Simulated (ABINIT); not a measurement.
# Beyond one shot: Tellurium (P3_121, 3 atoms a cell)

Aim: iterate the self-energy on Tellurium (P3_121, 3 atoms a cell) and follow the gap from cycle to cycle.

Calculated with ABINIT 10.8.3; PBE and many-body steps on it, plane waves.

The database entry behind the starting cell differs from later determinations by our own check (inner coordinate of an old entry), so it need not match the best structure at ambient conditions.

## 1. The structure

It takes space group P3_121 (No. 152, trigonal). The conventional cell has a = 4.454 Å, b = 4.454 Å, c = 5.924 Å, α = 90.00°, β = 90.00°, γ = 120.00°. Te has 2 Te at 2.86 Å nearest.

The cell and positions come from the Crystallography Open Database and are kept as given unless a step says otherwise. Spin-orbit coupling is left out unless a step names it.

## 2. Empty states on the mesh, 3×3×2 mesh, 248 bands

This step: ABINIT 10.8.3; DFT, PBE, plane waves, norm-conserving pseudopotentials.

The sums over transitions need many empty states on a uniform mesh; this step solves for them.

run.abi reads:

```
acell 3*1.0 Angstrom
rprim 
  4.454000000025 -0.000000000006 0.000000000000
  -2.227000000008 3.857277148481 0.000000000000
  0.000000000000 0.000000000000 5.924000000000
ntypat 1
znucl 52
natom 3
typat 1 1 1
xred 
  0.269000000000 0.000000000000 0.333333333333
  0.000000000000 0.269000000000 0.666666666667
  0.731000000000 0.731000000000 -0.000000000000
pp_dirpath "pseudos"
pseudos "Te.upf"
ecut 39
ngkpt 3 3 2
nshiftk 1
shiftk 0 0 0
kptopt 1
chksymbreak 0
iscf -2
irdden 1
istwfk *1
nband 248
nbdbuf 22
tolwfr 1e-09
nstep 60
prtvol 0
indata_prefix "in"
outdata_prefix "out"
tmpdata_prefix "tmp"
```

Launch:

```bash
OMP_NUM_THREADS=1 mpirun -n 4 abinit run.abi > log
```

Numbers of over 12 decimals in the logs are rounded to 6 here.

Log:

```text
.Version 10.8.3 of ABINIT. v10.8.2 released Aug 2026.

 Symmetries : space group P3_1 2 1 (#152); Bravais hP (primitive hexag.)
[... echo of the input left out ...]
== DATASET  1 ==================================================================
-   mpi_nproc: 4, omp_nthreads: 1 (-1 if OMP is not activated)

--- !DatasetInfo
iteration_state: {dtset: 1, }
dimensions: {natom: 3, nkpt: 6, mband: 248, nsppol: 1, nspinor: 1, nspden: 1, mpw: 8029, }
cutoff_energies: {ecut:  39.0, pawecutdg:  -1.0, }
[...]
3.02563    3.09259    3.13025    3.16795    3.16795    3.19260    3.19265    3.19306
   3.19740    3.21609    3.22268    3.22375    3.23805    3.23904    3.25294    3.26668
 prteigrs : prtvol=0 or 1, do not print more k-points.

== END DATASET(S) ==============================================================
================================================================================

 -outvars: echo values of variables after computation  --------
            nband         248
             nkpt           6
          spgroup         152
 [... the other variables as echoed above ...]

 Calculation completed.
```

Wall time 2.3 min (4 MPI ranks of Arm Neoverse V2, shared host); peak memory 0.58 GiB; 9.2 min of CPU time.

This step gave:

```yaml
gap: 0.1888 eV
k_of_the_valence_top: 0.3333, 0.3333, 0.5
k_of_the_conduction_bottom: 0.3333, 0.3333, 0.5
least_direct_gap: 0.1888 eV
k_points_computed: 6
lowest_point_of_the_top_converged_band_above_the_valence_top: 74.6030 eV
```

On this mesh the gap is 0.189 eV.

The density comes from a self-consistent run that is not shown.

## 3. Screening, 3×3×2 mesh, 226 bands, screening to 130.6 eV

The RPA dielectric matrix is built and inverted for each q.

This step: RPA screening on PBE, plane waves, norm-conserving pseudopotentials.

run.abi, as its differences from that of step 2:

```diff
@@ -21,10 +21,11 @@
 chksymbreak 0
-iscf -2
-irdden 1
 istwfk *1
-nband 248
-nbdbuf 22
-tolwfr 1e-09
-nstep 60
-prtvol 0
+occopt 1
+irdwfk 1
+optdriver 3
+nband 226
+ecuteps 4.8
+inclvkb 2
+awtr 1
+symchi 1
 indata_prefix "in"
```

Log:

```text
.Version 10.8.3 of ABINIT. v10.8.2 released Aug 2026.

 Symmetries : space group P3_1 2 1 (#152); Bravais hP (primitive hexag.)
[... echo of the input left out ...]
== DATASET  1 ==================================================================
-   mpi_nproc: 4, omp_nthreads: 1 (-1 if OMP is not activated)

--- !DatasetInfo
iteration_state: {dtset: 1, }
dimensions: {natom: 3, nkpt: 6, mband: 226, nsppol: 1, nspinor: 1, nspden: 1, mpw: 8029, }
cutoff_energies: {ecut:  39.0, pawecutdg:  -1.0, }
electrons: {nelect:   7.20000000E+01, charge:   0.00000000E+00, occopt:   1.00000000E+00, tsmear:   1.00000000E-02, }

 SCREENING: Calculation of the susceptibility and dielectric matrices

 Based on a program developped by R.W. Godby, V. Olevano, G. Onida, and L. Reining.
 Incorporated in ABINIT by V. Olevano, G.-M. Rignanese, and M. Torrent.
.Using double precision arithmetic ; gwpc =  8

[... cell and pseudopotentials left out ...]
--------------------------------------------------------------------------------

 ==== K-mesh for the wavefunctions ====
 Number of points in the irreducible wedge :     6
[... list of points left out ...]
 Together with  6 symmetry operations and time-reversal symmetry
 yields    18 points in the full Brillouin Zone.

 ==== Q-mesh for the screening function ====
 Number of points in the irreducible wedge :     6
[... list of points left out ...]
 Together with  6 symmetry operations and time-reversal symmetry
 yields    18 points in the full Brillouin Zone.

 setmesh: FFT mesh size selected  =    27x   27x   45
          total number of points  =        32805

 vcoul_init : cutoff-mode = AUXILIARY_FUNCTION
 q-points for optical limit:   1
     1)      0.000010    0.000020    0.000030

- screening: taking advantage of time-reversal symmetry
- Maximum band index for partially occupied states nbvw = 36
- Remaining bands to be divided among processors   nbcw = 190
- Number of bands treated by each node ~47

 Number of electrons calculated from density =   72.0000; Expected =   72.0000
 average of density, n =  0.104831
 r_s =    1.3157
 omega_plasma =   31.2321 [eV]

 calculating chi0 at frequencies [eV] :
  1    0.000000E+00    0.000000E+00
  2    0.000000E+00    3.123205E+01

--------------------------------------------------------------------------------
  q-point number  1        q = ( 0.000000, 0.000000, 0.000000) [r.l.u.]
--------------------------------------------------------------------------------
[... chi0 elements left out ...]
 For q-point:  0.000010 0.000020 0.000030
  dielectric constant =   1.33036E+03
  dielectric constant without local fields =   1.64459E+03

  Average fulfillment of the sum rule on Im[epsilon] for q-point    1 :     67.22  [%]
[... wings left out ...]
  q-point number  2        q = ( 0.333333, 0.000000, 0.000000) [r.l.u.]
--------------------------------------------------------------------------------
[... chi0 elements left out ...]
  Average fulfillment of the sum rule on Im[epsilon] for q-point    2 :     71.72  [%]

 [... 4 further q-points ...]
```

Elapsed: 1.9 min, on 4 MPI ranks; peak memory 1.7 GiB; 7.8 min of CPU time.

Numbers from this step:

* ε∞ with local fields, on this mesh, along the program's q direction: 1330
* the same without local fields: 1645
* plasma frequency: 31.23 eV
* plane waves in the screening matrix: 329

Local fields lower ε∞ by 19 %. The value itself is an artefact of the mesh, where one narrow direct gap carries too much weight.

## 4. G0W0

The self-energy is evaluated for the states that the input lists, and the levels follow from it, in one-shot runs by the linearised quasiparticle equation.

This step: G0W0 on PBE, plane waves, norm-conserving pseudopotentials.

run.abi, as its differences from that of step 3:

```diff
@@ -24,8 +24,17 @@
 irdwfk 1
-optdriver 3
+optdriver 4
 nband 226
+gwcalctyp 0
+ecutsigx 39
+symsigma 1
+nkptgw 2
+kptgw 
+  0.3333333333 0.3333333333 0.5000000000
+  0.0000000000 0.0000000000 0.0000000000
+bdgw 
+  35 39
+  34 38
 ecuteps 4.8
-inclvkb 2
-awtr 1
-symchi 1
+irdscr 1
+ppmodel 1
 indata_prefix "in"
```

Log:

```text
.Version 10.8.3 of ABINIT. v10.8.2 released Aug 2026.

 Symmetries : space group P3_1 2 1 (#152); Bravais hP (primitive hexag.)
[... echo of the input left out ...]
== DATASET  1 ==================================================================
-   mpi_nproc: 4, omp_nthreads: 1 (-1 if OMP is not activated)

--- !DatasetInfo
iteration_state: {dtset: 1, }
dimensions: {natom: 3, nkpt: 6, mband: 226, nsppol: 1, nspinor: 1, nspden: 1, mpw: 8029, }
cutoff_energies: {ecut:  39.0, pawecutdg:  -1.0, }
electrons: {nelect:   7.20000000E+01, charge:   0.00000000E+00, occopt:   1.00000000E+00, tsmear:   1.00000000E-02, }

 SIGMA: Calculation of the GW corrections

 Based on a program developped by R.W. Godby, V. Olevano, G. Onida, and L. Reining.
 Incorporated in ABINIT by V. Olevano, G.-M. Rignanese, and M. Torrent.
.Using double precision arithmetic ; gwpc =  8

[... cell and pseudopotentials left out ...]
--------------------------------------------------------------------------------

 ==== K-mesh for the wavefunctions ====
 Number of points in the irreducible wedge :     6
[... list of points left out ...]
 Together with  6 symmetry operations and time-reversal symmetry
 yields    18 points in the full Brillouin Zone.

 ==== Q-mesh for screening function ====
 Number of points in the irreducible wedge :     6
[... list of points left out ...]
 Together with  6 symmetry operations and time-reversal symmetry
 yields    18 points in the full Brillouin Zone.

 vcoul_init : cutoff-mode = AUXILIARY_FUNCTION
 q-points for optical limit:   1
     1)      0.000010    0.000020    0.000030
 setmesh: FFT mesh size selected  =    45x   45x   72
          total number of points  =       145800

 Number of electrons calculated from density =   72.0000; Expected =   72.0000
 average of density, n =  0.104831
 r_s =    1.3157
 omega_plasma =   31.2321 [eV]

 === KS Band Gaps ===
  >>>> For spin  1
   Minimum direct gap =   0.1887 [eV], located at k-point      :   0.3333  0.3333  0.5000
   Fundamental gap    =   0.1887 [eV], Top of valence bands at :   0.3333  0.3333  0.5000
                                       Bottom of conduction at :   0.3333  0.3333  0.5000
 SIGMA fundamental parameters:
 PLASMON POLE MODEL  1
 number of plane-waves for SigmaX                 8029
 number of plane-waves for SigmaC and W            329
 number of plane-waves for wavefunctions          8029
 number of bands                                   226
 number of independent spin polarizations            1
 number of spinorial components                      1
 number of k-points in IBZ                           6
 number of q-points in IBZ                           6
 number of symmetry operations                       6
 number of k-points in BZ                           18
 number of q-points in BZ                           18
 number of frequencies for dSigma/dE                 9
 frequency step for dSigma/dE [eV]                0.25
 number of omega for Sigma on real axis              0
 max omega for Sigma on real axis  [eV]           0.00
 zcut for avoiding poles [eV]                     0.10

 EPSILON^-1 parameters (SCR file):
 dimension of the eps^-1 matrix on file            329
 dimension of the eps^-1 matrix used               329
 number of plane-waves for wavefunctions          8029
 number of bands                                   226
 number of q-points in IBZ                           6
 number of frequencies                               2
 number of real frequencies                          1
 number of imag frequencies                          1

 matrix elements of self-energy operator (all in [eV])

 Perturbative Calculation

--- !SelfEnergy_ee
iteration_state: {dtset: 1, }
kpoint     : [   0.333,    0.333,    0.500, ]
spin       : 1
KS_gap     :    0.189
QP_gap     :    0.440
Delta_QP_KS:    0.251
data: !SigmaeeData |
     Band     E0 <VxcDFT>   SigX SigC(E0)      Z dSigC/dE  Sig(E)    E-E0       E
       35   6.838 -13.348 -14.415   0.817   0.791  -0.265 -13.545  -0.197   6.641
       36   6.838 -13.348 -14.415   0.817   0.791  -0.265 -13.545  -0.197   6.641
       37   7.027 -12.763  -9.319  -3.376   0.793  -0.262 -12.709   0.054   7.081
       38   8.172 -12.773  -9.110  -3.593   0.792  -0.263 -12.717   0.055   8.228
       39   8.172 -12.773  -9.110  -3.593   0.792  -0.263 -12.717   0.055   8.228

--- !SelfEnergy_ee
iteration_state: {dtset: 1, }
kpoint     : [   0.000,    0.000,    0.000, ]
spin       : 1
KS_gap     :    1.864
QP_gap     :    2.239
Delta_QP_KS:    0.374
data: !SigmaeeData |
     Band     E0 <VxcDFT>   SigX SigC(E0)      Z dSigC/dE  Sig(E)    E-E0       E
       34   5.166 -12.255 -14.260   1.596   0.784  -0.276 -12.576  -0.320   4.846
       35   5.166 -12.255 -14.260   1.596   0.784  -0.276 -12.576  -0.320   4.846
       36   5.992 -12.551 -14.380   1.438   0.786  -0.272 -12.859  -0.308   5.684
       37   7.856 -13.090  -9.507  -3.498   0.788  -0.269 -13.023   0.066   7.922
       38   7.856 -13.090  -9.507  -3.498   0.788  -0.269 -13.023   0.066   7.922

== END DATASET(S) ==============================================================
================================================================================

 -outvars: echo values of variables after computation  --------
           etotal      0.0000000000E+00
            nband         226
             nkpt           6
          spgroup         152
 [... the other variables as echoed above ...]

 Calculation completed.
```

Run time: 20 s. Hardware: 4 MPI ranks; peak memory 1.4 GiB; 80 s of CPU time.

This step gave:

| Item | Value |
| --- | --- |
| G0W0 gap on the points computed | 0.4400 eV |
| starting gap on the mesh | 0.1888 eV |
| k of the valence top | 0.3333, 0.3333, 0.5 |
| k of the conduction bottom | 0.3333, 0.3333, 0.5 |
| Z at the valence top | 0.791 |
| Z at the conduction bottom | 0.793 |
| least direct G0W0 gap on the computed points | 0.4400 eV |

The gap on the mesh goes from 0.19 eV to 0.44 eV, a correction of +0.25 eV.

## 5. evGW0, cycle 1

This step: evGW0 on PBE, plane waves, norm-conserving pseudopotentials.

run.abi, as its differences from that of step 4:

```diff
@@ -26,12 +26,20 @@
 nband 226
-gwcalctyp 0
+gwcalctyp 10
 ecutsigx 39
 symsigma 1
-nkptgw 2
+nkptgw 6
 kptgw 
+  0.0000000000 0.0000000000 0.0000000000
+  0.3333333333 0.0000000000 0.0000000000
+  0.3333333333 0.3333333333 0.0000000000
+  0.0000000000 0.0000000000 0.5000000000
+  0.3333333333 0.0000000000 0.5000000000
   0.3333333333 0.3333333333 0.5000000000
-  0.0000000000 0.0000000000 0.0000000000
 bdgw 
-  35 39
-  34 38
+  28 42
+  28 42
+  28 42
+  28 42
+  28 42
+  28 42
 ecuteps 4.8
```

Log:

```text
.Version 10.8.3 of ABINIT. v10.8.2 released Aug 2026.

 Symmetries : space group P3_1 2 1 (#152); Bravais hP (primitive hexag.)
[... echo of the input left out ...]
== DATASET  1 ==================================================================
-   mpi_nproc: 4, omp_nthreads: 1 (-1 if OMP is not activated)

--- !DatasetInfo
iteration_state: {dtset: 1, }
dimensions: {natom: 3, nkpt: 6, mband: 226, nsppol: 1, nspinor: 1, nspden: 1, mpw: 8029, }
cutoff_energies: {ecut:  39.0, pawecutdg:  -1.0, }
electrons: {nelect:   7.20000000E+01, charge:   0.00000000E+00, occopt:   1.00000000E+00, tsmear:   1.00000000E-02, }

 SIGMA: Calculation of the GW corrections

 Based on a program developped by R.W. Godby, V. Olevano, G. Onida, and L. Reining.
 Incorporated in ABINIT by V. Olevano, G.-M. Rignanese, and M. Torrent.
.Using double precision arithmetic ; gwpc =  8

[... cell and pseudopotentials left out ...]
--------------------------------------------------------------------------------

 ==== K-mesh for the wavefunctions ====
 Number of points in the irreducible wedge :     6
[... list of points left out ...]
 Together with  6 symmetry operations and time-reversal symmetry
 yields    18 points in the full Brillouin Zone.

 ==== Q-mesh for screening function ====
 Number of points in the irreducible wedge :     6
[... list of points left out ...]
 Together with  6 symmetry operations and time-reversal symmetry
 yields    18 points in the full Brillouin Zone.

 vcoul_init : cutoff-mode = AUXILIARY_FUNCTION
 q-points for optical limit:   1
     1)      0.000010    0.000020    0.000030
 setmesh: FFT mesh size selected  =    45x   45x   72
          total number of points  =       145800

 Number of electrons calculated from density =   72.0000; Expected =   72.0000
[...]
KS_gap     :    2.530
QP_gap     :    2.794
Delta_QP_KS:    0.264
data: !SigmaeeData |
     Band     E_DFT   <VxcDFT>   E(N-1)  <Hhartree>   SigX  SigC[E(N-1)]    Z     dSigC/dE  Sig[E(N)]  DeltaE  E(N)_pert E(N)_diago
[...]
--- !SelfEnergy_ee
iteration_state: {dtset: 1, }
kpoint     : [   0.333,    0.333,    0.500, ]
spin       : 1
KS_gap     :    0.189
QP_gap     :    0.440
Delta_QP_KS:    0.251
data: !SigmaeeData |
     Band     E_DFT   <VxcDFT>   E(N-1)  <Hhartree>   SigX  SigC[E(N-1)]    Z     dSigC/dE  Sig[E(N)]  DeltaE  E(N)_pert E(N)_diago
[...]
41    13.367    -9.048    13.367    22.415    -4.357    -4.910     0.795    -0.258    -9.222    -0.174    13.193    13.148
       42    13.367    -9.048    13.367    22.415    -4.357    -4.910     0.795    -0.258    -9.222    -0.174    13.193    13.148

 New Fermi energy :        2.514285E-01 Ha ,    6.841719E+00 eV

 === QP Band Gaps ===
  >>>> For spin  1
   Minimum direct gap =   0.5062 [eV], located at k-point      :   0.3333  0.3333  0.5000
   Fundamental gap    =   0.5062 [eV], Top of valence bands at :   0.3333  0.3333  0.5000
                                       Bottom of conduction at :   0.3333  0.3333  0.5000

 writing QP data on file : out_QPS

 Convergence of QP corrections
 >>>>> For spin  1 <<<<<
.  kptgw no:  1; Maximum DeltaE = (   0.000   0.000) for band index:  4
.  kptgw no:  2; Maximum DeltaE = (   0.000   0.000) for band index:  4
.  kptgw no:  3; Maximum DeltaE = (  -0.320   0.000) for band index:  4
.  kptgw no:  4; Maximum DeltaE = (   0.020  -0.000) for band index:  7
.  kptgw no:  5; Maximum DeltaE = (  -0.359   0.000) for band index:  4
.  kptgw no:  6; Maximum DeltaE = (  -0.291  -0.000) for band index:  5

== END DATASET(S) ==============================================================
================================================================================

 -outvars: echo values of variables after computation  --------
           etotal      0.0000000000E+00
            nband         226
             nkpt           6
          spgroup         152
 [... the other variables as echoed above ...]

 Calculation completed.
```

Elapsed: 3.4 min, on 4 MPI ranks; peak memory 2 GiB; 13 min of CPU time.

Numbers from this step:

| Item | Value |
| --- | --- |
| quasiparticle gap on the mesh | 0.5060 eV |
| gap of the density functional on the mesh | 0.1888 eV |
| k of the valence top | 0.3333, 0.3333, 0.5 |
| k of the conduction bottom | 0.3333, 0.3333, 0.5 |
| Z at the valence top | 0.791 |
| Z at the conduction bottom | 0.793 |
| least direct quasiparticle gap on the computed points | 0.5060 eV |

Against G0W0 in ABINIT (3×3×2 mesh, 226 bands, screening to 130.6 eV, Godby-Needs plasmon pole), the gap moves by +0.066 eV. This first cycle still uses the starting levels; it takes the full correction, at all points of the mesh, and its linearised value is 0.440 eV.

## 6. evGW0, cycle 2

The corrected levels of the last cycle go back in.

run.abi, as its differences from that of step 5:

```diff
@@ -47,2 +47,3 @@
 ppmodel 1
+irdqps 1
 indata_prefix "in"
```

Log:

```text
.Version 10.8.3 of ABINIT. v10.8.2 released Aug 2026.

 Symmetries : space group P3_1 2 1 (#152); Bravais hP (primitive hexag.)
[... echo of the input left out ...]
== DATASET  1 ==================================================================
-   mpi_nproc: 4, omp_nthreads: 1 (-1 if OMP is not activated)

--- !DatasetInfo
iteration_state: {dtset: 1, }
dimensions: {natom: 3, nkpt: 6, mband: 226, nsppol: 1, nspinor: 1, nspden: 1, mpw: 8029, }
cutoff_energies: {ecut:  39.0, pawecutdg:  -1.0, }
[...]
.  kptgw no:  4; Maximum DeltaE = (   0.039   0.000) for band index:  3
.  kptgw no:  5; Maximum DeltaE = (   0.041   0.000) for band index:  2
.  kptgw no:  6; Maximum DeltaE = (   0.030  -0.001) for band index:  1

== END DATASET(S) ==============================================================
================================================================================

 -outvars: echo values of variables after computation  --------
           etotal      0.0000000000E+00
            nband         226
             nkpt           6
          spgroup         152
 [... the other variables as echoed above ...]

 Calculation completed.
```

Run time: 3.4 min. Hardware: 4 MPI ranks; peak memory 2 GiB; 13 min of CPU time.

This step gave:

| Item | Value |
| --- | --- |
| quasiparticle gap on the mesh | 0.4600 eV |
| gap of the density functional on the mesh | 0.1888 eV |
| k of the valence top | 0.3333, 0.3333, 0.5 |
| k of the conduction bottom | 0.3333, 0.3333, 0.5 |
| least direct quasiparticle gap on the computed points | 0.4600 eV |

Against the cycle before, the gap moves by −0.046 eV.

(Part 1 of 2 ends here.)

[Paths, hosts, dates, memory and timing lines, banners, echoed tables and standing remarks are left out of the program output.]

[Logs are printed without paths, hosts, clocks, repeated set-up lines and the standing remarks that a program may print on its own settings, such as how far it seeks lower states.]

[Runs of the session that timed out or met a known fault of the program may be left out.]

[Hosts, paths, dates, database ids (printed as entryN), source tags and the programs' standing remarks are cut or masked in the printed files.]

[G0W0 gaps are taken among the corrected bands and points alone; a level outside them can change the order at an edge.]

[Where Ansatz stands beside ABINIT at settings called matched, ABINIT's density can come from a denser mesh and the files from another edition; pairs whose starting gaps differed by over 0.03 eV were left out, so agreement reads better than it is.]
